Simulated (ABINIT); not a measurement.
**Beyond one shot: CaC2 (I4/mmm)**

Aim: iterate the self-energy on CaC2 (I4/mmm) and follow the gap from cycle to cycle.

Calculated with ABINIT 10.8.3; PBEsol and many-body steps on it, plane waves.

**1. Set-up**

It takes space group I4/mmm (No. 139, tetragonal). Conventional cell: a = 3.869 Å, b = 3.869 Å, c = 6.404 Å, α = 90.00°, β = 90.00°, γ = 90.00°. Ca has 10 C at 2.58 to 2.81 Å nearest. Nearest to C lie 1 C at 1.25 Å and 5 Ca at 2.58 to 2.81 Å. Farther neighbours are not listed.

Structure file:

```cif
data_structure
_symmetry_space_group_name_H-M 'P 1'
_symmetry_Int_Tables_number 1
_cell_length_a 4.2115
_cell_length_b 4.2115
_cell_length_c 4.2115
_cell_angle_alpha 125.317
_cell_angle_beta 125.317
_cell_angle_gamma 81.013
_cell_volume 47.92
loop_
_atom_site_label
_atom_site_type_symbol
_atom_site_fract_x
_atom_site_fract_y
_atom_site_fract_z
_atom_site_occupancy
Ca1 Ca 0.00000 0.00000 0.00000 1
C2 C 0.59789 0.59789 0.00000 1
C3 C 0.40211 0.40211 0.00000 1
```

The cell and positions are those that the Materials Project relaxed with its own functionals (PBE, PBE+U or r2SCAN), kept fixed.

**2. Empty states on the mesh, 4×4×4 mesh, 57 bands**

This step: ABINIT 10.8.3; DFT, PBEsol, plane waves, norm-conserving pseudopotentials.

The sums over transitions need many empty states on a uniform mesh; this step solves for them.

run.abi reads:

```
acell 3*1.0 Angstrom
rprim 
  -1.934298599400 1.934298599400 3.202111242500
  1.934298599400 -1.934298599400 3.202111242500
  1.934298599400 1.934298599400 -3.202111242500
ntypat 2
znucl 20 6
natom 3
typat 1 2 2
xred 
  0.000000000000 0.000000000000 0.000000000000
  0.597892720000 0.597892720000 0.000000000000
  0.402107280000 0.402107280000 0.000000000000
pp_dirpath "pseudos"
pseudos "Ca.upf, C.upf"
ecut 37
ngkpt 4 4 4
nshiftk 1
shiftk 0 0 0
kptopt 1
chksymbreak 0
iscf -2
irdden 1
istwfk *1
nband 57
nbdbuf 4
tolwfr 1e-09
nstep 60
prtvol 0
indata_prefix "in"
outdata_prefix "out"
tmpdata_prefix "tmp"
```

Launch:

```
> OMP_NUM_THREADS=1 mpirun -n 4 abinit run.abi > log
```

Numbers of over 12 decimals in the logs are rounded to 6 here.

The program printed:

```text
.Version 10.8.3 of ABINIT. v10.8.2 released Aug 2026.

 Symmetries : space group I4/m m m (#139); Bravais tI (body-center tetrag.)
[... echo of the input left out ...]
== DATASET  1 ==================================================================
-   mpi_nproc: 4, omp_nthreads: 1 (-1 if OMP is not activated)

--- !DatasetInfo
iteration_state: {dtset: 1, }
dimensions: {natom: 3, nkpt: 13, mband: 57, nsppol: 1, nspinor: 1, nspden: 1, mpw: 3508, }
cutoff_energies: {ecut:  37.0, pawecutdg:  -1.0, }
[...]
1.51909    1.52084    1.55926    1.56876    1.56876    1.65399    1.69837    1.71603
   1.71603    1.71907    1.72147    1.78499    1.78499    1.81590    1.82406    1.82795
   1.84714
 prteigrs : prtvol=0 or 1, do not print more k-points.

== END DATASET(S) ==============================================================
================================================================================

 -outvars: echo values of variables after computation  --------
            nband          57
             nkpt          13
          spgroup         139
 [... the other variables as echoed above ...]

 Calculation completed.
```

The job ended after 38 s (4 MPI ranks of Intel Xeon Platinum 8259CL at 2.50GHz (Skylake/Cascade Lake), shared host; peak memory 0.33 GiB; 2.5 min of CPU time).

Numbers from this step:

| Item | Value |
| --- | --- |
| gap | 1.205 eV |
| k of the valence top | 0.5, 0.5, 0.5 |
| k of the conduction bottom | 0.5, 0.5, 0 |
| least direct gap | 2.264 eV |
| k points computed | 13 |
| lowest point of the top converged band, above the valence top | 44.28 eV |

On this mesh the gap is 1.205 eV.

The density comes from a self-consistent run that is not shown.

**3. Screening, 4×4×4 mesh, 53 bands, screening to 106.1 eV**

The RPA dielectric matrix is built and inverted for each q.

This step: RPA screening on PBEsol, plane waves, norm-conserving pseudopotentials.

run.abi, as its differences from that of step 2:

```diff
@@ -21,10 +21,11 @@
 chksymbreak 0
-iscf -2
-irdden 1
 istwfk *1
-nband 57
-nbdbuf 4
-tolwfr 1e-09
-nstep 60
-prtvol 0
+occopt 1
+irdwfk 1
+optdriver 3
+nband 53
+ecuteps 3.9
+inclvkb 2
+awtr 1
+symchi 1
 indata_prefix "in"
```

The program printed:

```text
.Version 10.8.3 of ABINIT. v10.8.2 released Aug 2026.

 Symmetries : space group I4/m m m (#139); Bravais tI (body-center tetrag.)
[... echo of the input left out ...]
== DATASET  1 ==================================================================
-   mpi_nproc: 4, omp_nthreads: 1 (-1 if OMP is not activated)

--- !DatasetInfo
iteration_state: {dtset: 1, }
dimensions: {natom: 3, nkpt: 13, mband: 53, nsppol: 1, nspinor: 1, nspden: 1, mpw: 3508, }
cutoff_energies: {ecut:  37.0, pawecutdg:  -1.0, }
electrons: {nelect:   1.80000000E+01, charge:   0.00000000E+00, occopt:   1.00000000E+00, tsmear:   1.00000000E-02, }

 SCREENING: Calculation of the susceptibility and dielectric matrices

 Based on a program developped by R.W. Godby, V. Olevano, G. Onida, and L. Reining.
 Incorporated in ABINIT by V. Olevano, G.-M. Rignanese, and M. Torrent.
.Using double precision arithmetic ; gwpc =  8

[... cell and pseudopotentials left out ...]
--------------------------------------------------------------------------------

 ==== K-mesh for the wavefunctions ====
 Number of points in the irreducible wedge :    13
[... list of points left out ...]
 Together with 16 symmetry operations and time-reversal symmetry
 yields    64 points in the full Brillouin Zone.

 ==== Q-mesh for the screening function ====
 Number of points in the irreducible wedge :    13
[... list of points left out ...]
 Together with 16 symmetry operations and time-reversal symmetry
 yields    64 points in the full Brillouin Zone.

 setmesh: FFT mesh size selected  =    45x   45x   45
          total number of points  =        91125

 vcoul_init : cutoff-mode = AUXILIARY_FUNCTION
 q-points for optical limit:   1
     1)      0.000010    0.000020    0.000030

- screening: taking advantage of time-reversal symmetry
- Maximum band index for partially occupied states nbvw = 9
- Remaining bands to be divided among processors   nbcw = 44
- Number of bands treated by each node ~11

 Number of electrons calculated from density =   18.0000; Expected =   18.0000
 average of density, n =  0.055659
 r_s =    1.6248
 omega_plasma =   22.7574 [eV]

 calculating chi0 at frequencies [eV] :
  1    0.000000E+00    0.000000E+00
  2    0.000000E+00    2.275736E+01

--------------------------------------------------------------------------------
  q-point number  1        q = ( 0.000000, 0.000000, 0.000000) [r.l.u.]
--------------------------------------------------------------------------------
[... chi0 elements left out ...]
 For q-point:  0.000010 0.000020 0.000030
  dielectric constant =   3.5713
  dielectric constant without local fields =   4.1623

  Average fulfillment of the sum rule on Im[epsilon] for q-point    1 :     56.79  [%]
[... wings left out ...]
  q-point number  2        q = ( 0.250000, 0.000000, 0.000000) [r.l.u.]
--------------------------------------------------------------------------------
[... chi0 elements left out ...]
  Average fulfillment of the sum rule on Im[epsilon] for q-point    2 :     71.24  [%]

 [... 11 further q-points ...]
```

The job ended after 2.8 min (4 MPI ranks; peak memory 1.9 GiB; 11 min of CPU time).

This step gave:

```yaml
eps_infinity_with_local_fields_on_this_mesh_along_the_program_s_q_direction: 3.571
the_same_without_local_fields: 4.162
plasma_frequency: 22.76 eV
plane_waves_in_the_screening_matrix: 129
```

Local fields lower ε∞ by 14 %. On a Γ-centred mesh this coarse the value itself is usually too large, while a short band sum pulls it down.

**4. G0W0**

The self-energy is evaluated for the states that the input lists, and the levels follow from it, in one-shot runs by the linearised quasiparticle equation.

This step: G0W0 on PBEsol, plane waves, norm-conserving pseudopotentials.

run.abi, as its differences from that of step 3:

```diff
@@ -24,8 +24,19 @@
 irdwfk 1
-optdriver 3
+optdriver 4
 nband 53
+gwcalctyp 0
+ecutsigx 37
+symsigma 1
+nkptgw 3
+kptgw 
+  0.5000000000 0.5000000000 0.5000000000
+  0.5000000000 0.5000000000 0.0000000000
+  0.0000000000 0.0000000000 0.0000000000
+bdgw 
+  7 11
+  8 11
+  8 11
 ecuteps 3.9
-inclvkb 2
-awtr 1
-symchi 1
+irdscr 1
+ppmodel 1
 indata_prefix "in"
```

The program printed:

```text
.Version 10.8.3 of ABINIT. v10.8.2 released Aug 2026.

 Symmetries : space group I4/m m m (#139); Bravais tI (body-center tetrag.)
[... echo of the input left out ...]
== DATASET  1 ==================================================================
-   mpi_nproc: 4, omp_nthreads: 1 (-1 if OMP is not activated)

--- !DatasetInfo
iteration_state: {dtset: 1, }
dimensions: {natom: 3, nkpt: 13, mband: 53, nsppol: 1, nspinor: 1, nspden: 1, mpw: 3508, }
cutoff_energies: {ecut:  37.0, pawecutdg:  -1.0, }
electrons: {nelect:   1.80000000E+01, charge:   0.00000000E+00, occopt:   1.00000000E+00, tsmear:   1.00000000E-02, }

 SIGMA: Calculation of the GW corrections

 Based on a program developped by R.W. Godby, V. Olevano, G. Onida, and L. Reining.
 Incorporated in ABINIT by V. Olevano, G.-M. Rignanese, and M. Torrent.
.Using double precision arithmetic ; gwpc =  8

[... cell and pseudopotentials left out ...]
--------------------------------------------------------------------------------

 ==== K-mesh for the wavefunctions ====
 Number of points in the irreducible wedge :    13
[... list of points left out ...]
 Together with 16 symmetry operations and time-reversal symmetry
 yields    64 points in the full Brillouin Zone.

 ==== Q-mesh for screening function ====
 Number of points in the irreducible wedge :    13
[... list of points left out ...]
 Together with 16 symmetry operations and time-reversal symmetry
 yields    64 points in the full Brillouin Zone.

 vcoul_init : cutoff-mode = AUXILIARY_FUNCTION
 q-points for optical limit:   1
     1)      0.000010    0.000020    0.000030
 setmesh: FFT mesh size selected  =    72x   72x   72
          total number of points  =       373248

 Number of electrons calculated from density =   18.0000; Expected =   18.0000
 average of density, n =  0.055659
 r_s =    1.6248
 omega_plasma =   22.7574 [eV]

 === KS Band Gaps ===
  >>>> For spin  1
   Minimum direct gap =   2.2640 [eV], located at k-point      :   0.5000  0.5000  0.0000
   Fundamental gap    =   1.2054 [eV], Top of valence bands at :   0.5000  0.5000  0.5000
                                       Bottom of conduction at :   0.5000  0.5000  0.0000
 SIGMA fundamental parameters:
 PLASMON POLE MODEL  1
 number of plane-waves for SigmaX                 3441
 number of plane-waves for SigmaC and W            129
 number of plane-waves for wavefunctions          3441
 number of bands                                    53
 number of independent spin polarizations            1
 number of spinorial components                      1
 number of k-points in IBZ                          13
 number of q-points in IBZ                          13
 number of symmetry operations                      16
 number of k-points in BZ                           64
 number of q-points in BZ                           64
 number of frequencies for dSigma/dE                 9
 frequency step for dSigma/dE [eV]                0.25
 number of omega for Sigma on real axis              0
 max omega for Sigma on real axis  [eV]           0.00
 zcut for avoiding poles [eV]                     0.10

 EPSILON^-1 parameters (SCR file):
 dimension of the eps^-1 matrix on file            129
 dimension of the eps^-1 matrix used               129
 number of plane-waves for wavefunctions          3441
 number of bands                                    53
 number of q-points in IBZ                          13
 number of frequencies                               2
 number of real frequencies                          1
 number of imag frequencies                          1

 matrix elements of self-energy operator (all in [eV])

 Perturbative Calculation

--- !SelfEnergy_ee
iteration_state: {dtset: 1, }
kpoint     : [   0.500,    0.500,    0.500, ]
spin       : 1
KS_gap     :    3.172
QP_gap     :    5.210
Delta_QP_KS:    2.038
data: !SigmaeeData |
     Band     E0 <VxcDFT>   SigX SigC(E0)      Z dSigC/dE  Sig(E)    E-E0       E
        7   1.522 -13.535 -16.713   2.241   0.783  -0.277 -14.269  -0.734   0.788
        8   1.522 -13.535 -16.713   2.241   0.783  -0.277 -14.269  -0.734   0.788
        9   3.148 -14.879 -18.776   3.269   0.778  -0.285 -15.368  -0.489   2.659
       10   6.320 -10.688  -5.178  -3.657   0.836  -0.197  -9.139   1.549   7.869
       11   8.997 -10.332  -5.202  -3.813   0.832  -0.202  -9.236   1.096  10.093

--- !SelfEnergy_ee
iteration_state: {dtset: 1, }
kpoint     : [   0.500,    0.500,    0.000, ]
spin       : 1
KS_gap     :    2.264
QP_gap     :    4.220
Delta_QP_KS:    1.956
data: !SigmaeeData |
     Band     E0 <VxcDFT>   SigX SigC(E0)      Z dSigC/dE  Sig(E)    E-E0       E
        8   1.539 -13.469 -16.581   2.139   0.785  -0.273 -14.233  -0.764   0.775
[...]
--- !SelfEnergy_ee
iteration_state: {dtset: 1, }
kpoint     : [   0.000,    0.000,    0.000, ]
spin       : 1
KS_gap     :    4.165
QP_gap     :    6.502
Delta_QP_KS:    2.336
data: !SigmaeeData |
     Band     E0 <VxcDFT>   SigX SigC(E0)      Z dSigC/dE  Sig(E)    E-E0       E
[...]
9   2.152 -13.954 -16.779   2.008   0.786  -0.273 -14.596  -0.642   1.510
       10   6.317 -12.062  -6.650  -3.333   0.815  -0.227 -10.368   1.695   8.012
       11   6.317 -12.062  -6.650  -3.333   0.815  -0.227 -10.368   1.695   8.012

== END DATASET(S) ==============================================================
================================================================================

 -outvars: echo values of variables after computation  --------
           etotal      0.0000000000E+00
            nband          53
             nkpt          13
          spgroup         139
 [... the other variables as echoed above ...]

 Calculation completed.
```

The job ended after 33 s (4 MPI ranks; peak memory 1.9 GiB).

This step gave:

* G0W0 gap on the points computed: 2.977 eV
* starting gap on the mesh: 1.205 eV
* k of the valence top: 0.5, 0.5, 0.5
* k of the conduction bottom: 0.5, 0.5, 0
* Z at the valence top: 0.778
* Z at the conduction bottom: 0.823
* least direct G0W0 gap on the computed points: 4.220 eV

The gap on the mesh goes from 1.21 eV to 2.98 eV, a correction of +1.77 eV.

**5. evGW0, cycle 1**

This step: evGW0 on PBEsol, plane waves, norm-conserving pseudopotentials.

run.abi, as its differences from that of step 4:

```diff
@@ -26,14 +26,34 @@
 nband 53
-gwcalctyp 0
+gwcalctyp 10
 ecutsigx 37
 symsigma 1
-nkptgw 3
+nkptgw 13
 kptgw 
+  0.0000000000 0.0000000000 0.0000000000
+  0.2500000000 0.0000000000 0.0000000000
+  0.5000000000 0.0000000000 0.0000000000
+  0.2500000000 0.2500000000 0.0000000000
+  0.5000000000 0.2500000000 0.0000000000
+  -0.2500000000 0.2500000000 0.0000000000
+  0.5000000000 0.5000000000 0.0000000000
+  0.2500000000 0.2500000000 0.2500000000
+  -0.2500000000 0.2500000000 0.2500000000
+  0.5000000000 0.5000000000 0.2500000000
+  -0.2500000000 0.5000000000 0.2500000000
+  -0.2500000000 -0.2500000000 0.2500000000
   0.5000000000 0.5000000000 0.5000000000
-  0.5000000000 0.5000000000 0.0000000000
-  0.0000000000 0.0000000000 0.0000000000
 bdgw 
-  7 11
-  8 11
-  8 11
+  1 14
+  1 14
+  1 14
+  1 14
+  1 14
+  1 14
+  1 14
+  1 14
+  1 14
+  1 14
+  1 14
+  1 14
+  1 14
 ecuteps 3.9
```

The program printed:

```text
.Version 10.8.3 of ABINIT. v10.8.2 released Aug 2026.

 Symmetries : space group I4/m m m (#139); Bravais tI (body-center tetrag.)
[... echo of the input left out ...]
== DATASET  1 ==================================================================
-   mpi_nproc: 4, omp_nthreads: 1 (-1 if OMP is not activated)

--- !DatasetInfo
iteration_state: {dtset: 1, }
dimensions: {natom: 3, nkpt: 13, mband: 53, nsppol: 1, nspinor: 1, nspden: 1, mpw: 3508, }
cutoff_energies: {ecut:  37.0, pawecutdg:  -1.0, }
electrons: {nelect:   1.80000000E+01, charge:   0.00000000E+00, occopt:   1.00000000E+00, tsmear:   1.00000000E-02, }

 SIGMA: Calculation of the GW corrections

 Based on a program developped by R.W. Godby, V. Olevano, G. Onida, and L. Reining.
 Incorporated in ABINIT by V. Olevano, G.-M. Rignanese, and M. Torrent.
.Using double precision arithmetic ; gwpc =  8

[... cell and pseudopotentials left out ...]
--------------------------------------------------------------------------------

 ==== K-mesh for the wavefunctions ====
 Number of points in the irreducible wedge :    13
[... list of points left out ...]
 Together with 16 symmetry operations and time-reversal symmetry
 yields    64 points in the full Brillouin Zone.

 ==== Q-mesh for screening function ====
 Number of points in the irreducible wedge :    13
[... list of points left out ...]
 Together with 16 symmetry operations and time-reversal symmetry
 yields    64 points in the full Brillouin Zone.

 vcoul_init : cutoff-mode = AUXILIARY_FUNCTION
 q-points for optical limit:   1
     1)      0.000010    0.000020    0.000030
 setmesh: FFT mesh size selected  =    72x   72x   72
          total number of points  =       373248

 Number of electrons calculated from density =   18.0000; Expected =   18.0000
[...]
QP_gap     :    6.345
Delta_QP_KS:    2.331
data: !SigmaeeData |
     Band     E_DFT   <VxcDFT>   E(N-1)  <Hhartree>   SigX  SigC[E(N-1)]    Z     dSigC/dE  Sig[E(N)]  DeltaE  E(N)_pert E(N)_diago
[...]
--- !SelfEnergy_ee
iteration_state: {dtset: 1, }
kpoint     : [   0.500,    0.500,    0.500, ]
spin       : 1
KS_gap     :    3.172
QP_gap     :    5.210
Delta_QP_KS:    2.038
data: !SigmaeeData |
     Band     E_DFT   <VxcDFT>   E(N-1)  <Hhartree>   SigX  SigC[E(N-1)]    Z     dSigC/dE  Sig[E(N)]  DeltaE  E(N)_pert E(N)_diago
[...]
13     9.835   -15.038     9.835    24.873    -7.345    -4.437     0.802    -0.247   -12.427     2.610    12.445    13.091
       14     9.835   -15.038     9.835    24.873    -7.345    -4.437     0.802    -0.247   -12.427     2.610    12.445    13.091

 New Fermi energy :        1.549364E-01 Ha ,    4.216035E+00 eV
 New Exchange energy :    -7.843933E+00 Ha ,   -2.134443E+02 eV

 === QP Band Gaps ===
  >>>> For spin  1
   Minimum direct gap =   4.6919 [eV], located at k-point      :   0.5000  0.5000  0.0000
   Fundamental gap    =   3.3924 [eV], Top of valence bands at :   0.5000  0.5000  0.5000
                                       Bottom of conduction at :   0.5000  0.5000  0.0000

 writing QP data on file : out_QPS

 Convergence of QP corrections
 >>>>> For spin  1 <<<<<
.  kptgw no:  1; Maximum DeltaE = (   2.588   0.000) for band index: 14
.  kptgw no:  2; Maximum DeltaE = (   2.740   0.000) for band index: 14
.  kptgw no:  3; Maximum DeltaE = (   2.710   0.001) for band index: 14
[...]
.  kptgw no: 12; Maximum DeltaE = (   2.673   0.000) for band index: 14
.  kptgw no: 13; Maximum DeltaE = (   2.774  -0.000) for band index: 12

== END DATASET(S) ==============================================================
================================================================================

 -outvars: echo values of variables after computation  --------
           etotal      0.0000000000E+00
            nband          53
             nkpt          13
          spgroup         139
 [... the other variables as echoed above ...]

 Calculation completed.
```

It took 11 min on 4 MPI ranks; peak memory 5.3 GiB; 43 min of CPU time.

This step gave:

| Quantity | Value |
| --- | --- |
| quasiparticle gap on the mesh | 3.392 eV |
| gap of the density functional on the mesh | 1.205 eV |
| k of the valence top | 0.5, 0.5, 0.5 |
| k of the conduction bottom | 0.5, 0.5, 0 |
| Z at the valence top | 0.778 |
| Z at the conduction bottom | 0.823 |
| least direct quasiparticle gap on the computed points | 4.692 eV |

Against G0W0 in ABINIT (4×4×4 mesh, 53 bands, screening to 106.1 eV, Godby-Needs plasmon pole), the gap moves by +0.415 eV. This first cycle still uses the starting levels; it takes the full correction, at all points of the mesh, and its linearised value is 2.977 eV.

[end of part 1 of 3]

[Paths, hosts, dates, memory and timing lines, banners, echoed tables and standing remarks are left out of the program output.]

[Logs are printed without paths, hosts, clocks, repeated set-up lines and the standing remarks that a program may print on its own settings, such as how far it seeks lower states.]

[Runs of the session that timed out or met a known fault of the program may be left out.]

[Hosts, paths, dates, database ids (printed as entryN), source tags and the programs' standing remarks are cut or masked in the printed files.]

[G0W0 gaps are taken among the corrected bands and points alone; a level outside them can change the order at an edge.]

[Where Ansatz stands beside ABINIT at settings called matched, ABINIT's density can come from a denser mesh and the files from another edition; pairs whose starting gaps differed by over 0.03 eV were left out, so agreement reads better than it is.]
